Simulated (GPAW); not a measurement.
# A GW chain in GPAW: NbInO4 (P2/c), part 2 of 2

How does a plane-wave GW calculation on NbInO4 (P2/c) run from the first input to the gap?

GPAW 26.7.0; LDA and many-body steps on it, plane waves. Known limits of the many-body steps: not at the basis limit; no spin-orbit coupling; coarse k mesh.

So far. Step 2 (Ground state): The gap is indirect, with the least direct gap 0.14 eV higher. Step 3 (Empty states on the mesh, 4×2×4 mesh, 125 bands): On this mesh the gap is 3.239 eV. The earlier step found 3.208 eV, so this mesh misses an edge.

### Step 4. Screening and self-energy, 4×2×4 mesh, 115 bands, screening to 50 eV

G0W0 replaces the xc potential by the self-energy, built once from these orbitals. Only a window of levels is corrected, while the sums run over the empty bands that the input names.

This step: G0W0 on LDA, plane waves, PAW.

run.py

```python
import json
import numpy as np
from gpaw.mpi import world
from gpaw.response.g0w0 import G0W0

gw = G0W0('full.gpw',
    filename='gw',
    kpts=[0, 3, 6, 9],
    bands=(48, 52),
    ecut=50,
    nbands=115,
    integrate_gamma='WS',
    ppa=True)
gw.calculate()
res = {mode: {k: v for k, v in r.items() if k != 'sigma_eskwn'}
       for mode, r in gw.all_results.items()}

if world.rank == 0:
    with open('result.json', 'w') as f:
        json.dump(res, f, default=lambda x: x.tolist())
```

On the command line:

```console
mpirun -n 8 gpaw python run.py
```

Numbers of over 12 decimals in the logs are rounded to 6 here.

Output:

```text
Using integrator: PointIntegrator
FrequencyGridDescriptor(from 0.000+0.000j to 0.000+27.211j eV, 2 points)
Nonperiodic BCs:  [False False False]
Using integrator: PointIntegrator
FrequencyGridDescriptor(from 0.000+0.000j to 0.000+27.211j eV, 2 points)
Nonperiodic BCs:  [False False False]
  ___  _ _ _
 |   || | | |
 | | || | | |
 |__ ||_____|
 |___|

BZ k-points: Symmetries present (total): 2

  [... matrices ...]
32 k-points: 4 x 2 x 4 Monkhorst-Pack grid + [1/8,1/4,1/8]
20 k-points in the irreducible part of the Brillouin zone
       k-points in crystal coordinates                weights
   0:     0.00000000    0.00000000    0.00000000          1/32
   1:     0.00000000    0.00000000    0.25000000          2/32
   2:     0.00000000    0.00000000    0.50000000          1/32
   3:     0.00000000    0.50000000    0.00000000          1/32
   4:     0.00000000    0.50000000    0.25000000          2/32
   5:     0.00000000    0.50000000    0.50000000          1/32
   6:     0.25000000    0.00000000   -0.25000000          2/32
   7:     0.25000000    0.00000000    0.00000000          2/32
   8:     0.25000000    0.00000000    0.25000000          2/32
   9:     0.25000000    0.00000000    0.50000000          2/32
          ...
  19:     0.50000000    0.50000000    0.50000000          1/32

Distributing spins, k-points and bands (1 x 4 x 4) over 8 processes
Number of blocks: 1

Quasi particle states:
k-points (IBZ indices): [0, 3, 6, 9]
Band range: (48, 52)
  [... matrices ...]
Computational parameters:
Plane wave cut-off: 50 eV
Number of bands: 115
Coulomb cutoff: None
Broadening: 0.1 eV

fxc modes: GW
Kernel: RPA
Using Godby-Needs plasmon-pole approximation:
  Fitting energy: i*E0, E0 = 1.000 Hartree
Summing all q:

Calculating screened Coulomb potential
No Coulomb truncation
FrequencyGridDescriptor(from 0.000+0.000j to 0.000+27.211j eV, 2 points)
Removing empty qpoint cache files...

Calculating chi0 body with:
    Ground state adapter containing:
    Number of spins: 1
    Number of kpoints: 32
    Number of irreducible kpoints: 20
    Number of completely occupied states: 50
    Number of partially occupied states: 50
    Occupied states memory: 22.430419921875 M / cpu

    Linear response parametrization:
    q_c: [0.0, 0.0, 0.0]
    Number of frequency points: 2
    Planewave cutoff: 50.0
    Number of bands: 115
    Number of planewaves: 119
    Broadening (eta): 1e-06
    comm.size: 8
    kncomm.size: 8
    blockcomm.size: 1

    Memory estimate of potentially large arrays:
        chi0_wGG: 0.432159 M / cpu
Integrating chi0 body.

Symmetries of q_c:
    Direct symmetries (Uq -> q): 2
    Indirect symmetries (TUq -> q): 0
In total 2 allowed symmetries.

  [... matrices ...]
20 groups of equivalent kpoints. 37.5% reduction.

Integral kind: response function
Integrating chi0 head and wings.

Symmetries of q_c:
    Direct symmetries (Uq -> q): 2
    Indirect symmetries (TUq -> q): 0
In total 2 allowed symmetries.

  [... matrices ...]
20 groups of equivalent kpoints. 37.5% reduction.

Integral kind: response function wings

Calculating chi0 body with:
    Ground state adapter containing:
    Number of spins: 1
    Number of kpoints: 32
    Number of irreducible kpoints: 20
    Number of completely occupied states: 50
    Number of partially occupied states: 50
    Occupied states memory: 22.430419921875 M / cpu

    Linear response parametrization:
[... the further q-points ...]

Results:
f:      Occupation numbers
eps:     KS-eigenvalues [eV]
vxc:     KS vxc [eV]
exx:     Exact exchange [eV]
sigma:   Self-energies [eV]
dsigma:  Self-energy derivatives
Z:       Renormalization factors
qp:      QP-energies [eV]

k-point 0 (0): (0.000, 0.000, 0.000)                GW
band       f     eps     vxc     exx   sigma  dsigma       Z      qp
                                                                   GW
  48   1.000   4.957 -20.875 -25.784   5.090  -0.296   0.772   5.096
  49   1.000   4.994 -20.841 -25.920   5.204  -0.299   0.770   5.090
  50   0.000   8.619 -19.519 -13.612  -3.178  -0.226   0.816  10.845
  51   0.000   9.060 -19.432 -13.800  -3.087  -0.224   0.817  11.140

k-point 1 (3): (0.000, 0.500, 0.000)                GW
band       f     eps     vxc     exx   sigma  dsigma       Z      qp
                                                                   GW
  48   1.000   4.768 -20.573 -25.540   5.082  -0.299   0.770   4.856
  49   1.000   5.079 -21.656 -26.410   4.965  -0.289   0.776   5.243
  50   0.000   8.431 -19.779 -13.400  -3.545  -0.223   0.818  10.749
  51   0.000   9.225 -19.643 -13.316  -3.530  -0.228   0.814  11.502

k-point 2 (6): (0.250, 0.000, -0.250)                GW
band       f     eps     vxc     exx   sigma  dsigma       Z      qp
                                                                   GW
  48   1.000   4.900 -20.961 -26.042   5.208  -0.297   0.771   4.997
  49   1.000   5.132 -21.308 -26.169   5.050  -0.293   0.773   5.278
  50   0.000   8.618 -19.508 -13.431  -3.327  -0.223   0.817  10.865
  51   0.000   8.700 -19.840 -13.588  -3.472  -0.226   0.816  10.967

k-point 3 (9): (0.250, 0.000, 0.500)                GW
band       f     eps     vxc     exx   sigma  dsigma       Z      qp
                                                                   GW
  48   1.000   4.857 -21.575 -26.361   4.972  -0.290   0.775   5.001
  49   1.000   4.954 -20.900 -25.824   5.082  -0.296   0.772   5.076
  50   0.000   8.371 -19.266 -13.288  -3.279  -0.219   0.820  10.584
  51   0.000   9.012 -20.151 -13.928  -3.428  -0.228   0.814  11.287
```

Elapsed: 2.9 min, on 8 MPI ranks of Intel Xeon Platinum 8488C (Sapphire Rapids), shared host; peak memory 4.2 GiB; 23 min of CPU time.

This step gave:

* G0W0 gap on the mesh: 5.306 eV
* least direct G0W0 gap on the computed points: 5.506 eV
* Z at the valence top: 0.7732
* Z at the conduction bottom: 0.8203
* starting gap on the mesh: 3.239 eV
* k of the valence top: 0.25, 0, -0.25
* k of the conduction bottom: 0.25, 0, 0.5

The gap on the mesh goes from 3.24 eV to 5.31 eV, a correction of +2.07 eV. The start differs from the 3.21 eV found before because the two sample other k points.

Limits: finite bands, cutoff and mesh; no spin-orbit coupling; coarse k mesh. v1 is the top filled band, c1 the lowest empty one. The levels before and after the correction (eV, zero at the valence-band top of each column):

```
           conduction bottom  valence top
Kohn-Sham               3.24         0.00
     G0W0               5.31         0.00
```

|  | level | energy (eV) |
| --- | --- | --- |
| Kohn-Sham | (0.25 0 -0.25) v2 | -0.232 |
| Kohn-Sham | (0.25 0 -0.25) v1 | 0.000 |
| Kohn-Sham | (0.25 0 -0.25) c1 | 3.486 |
| Kohn-Sham | (0.25 0 -0.25) c2 | 3.568 |
| Kohn-Sham | (0.25 0 0.5) v2 | -0.275 |
| Kohn-Sham | (0.25 0 0.5) v1 | -0.178 |
| Kohn-Sham | (0.25 0 0.5) c1 | 3.239 |
| Kohn-Sham | (0.25 0 0.5) c2 | 3.880 |
| G0W0 | (0.25 0 -0.25) v2 | -0.280 |
| G0W0 | (0.25 0 -0.25) v1 | 0.000 |
| G0W0 | (0.25 0 -0.25) c1 | 5.587 |
| G0W0 | (0.25 0 -0.25) c2 | 5.689 |
| G0W0 | (0.25 0 0.5) v2 | -0.277 |
| G0W0 | (0.25 0 0.5) v1 | -0.201 |
| G0W0 | (0.25 0 0.5) c1 | 5.306 |
| G0W0 | (0.25 0 0.5) c2 | 6.009 |

### Step 5. Where the time went

Times are wall times on 8 MPI ranks of Intel Xeon Platinum 8488C (Sapphire Rapids), shared host, good to a factor of about two.

```csv
step,time,share,memory (GiB)
ground state,78 s,26 %,2.4
empty states on the mesh,48 s,16 %,2.1
screening and self-energy,2.9 min,58 %,4.2
```

### Step 6. Results

```json
{
 "LDA gap": "3.21 eV, indirect",
 "G0W0 gap on the mesh": "5.31 eV",
 "G0W0 gap over the zone (rigid shift)": "5.28 eV",
 "GW settings": "4×2×4 mesh, 115 bands, screening to 50 eV, Godby-Needs plasmon pole",
 "known limits": "not at the basis limit; no spin-orbit coupling; coarse k mesh"
}
```

G0W0 moves the gap on the mesh from 3.24 eV to 5.31 eV (+2.07 eV), with Z of 0.77 and 0.82 at the edges. The mesh misses the band edges by 0.03 eV in all; a rigid shift gives 5.28 eV for the zone. The dearest step here is «screening and self-energy». Against experiment, by G0W0@LDA: the direct gap of 5.51 eV lies +0.81 eV from the measured 4.7 eV (electronic, 300 K, 2024). The calculation has static nuclei and no excitons; a measured gap holds zero-point and thermal motion, which mostly lowers it. A miss this large is more than these effects usually give: tightly bound excitons can cover part of it, absorption edges can read low, one-shot GW can overshoot, and the runs shown don't tell these apart. Bands and cutoff are finite, so the gap is not at the basis limit. The miss can reach some tenths of an eV and take either sign; the mesh is an error of its own. These stock PAW sets were not made for GW. The 4×2×4 mesh is coarse for this cell, which bears on the long-range parts of exchange and screening. The many-body steps are scalar-relativistic: spin-orbit coupling is not in them.

[Paths, hosts, dates, memory and timing lines, banners, echoed tables and standing remarks are left out of the program output.]

[Logs are printed without paths, hosts, clocks, repeated set-up lines and the standing remarks that a program may print on its own settings, such as how far it seeks lower states.]

[Runs of the session that timed out or met a known fault of the program may be left out.]

[Hosts, paths, dates, database ids (printed as entryN), source tags and the programs' standing remarks are cut or masked in the printed files.]
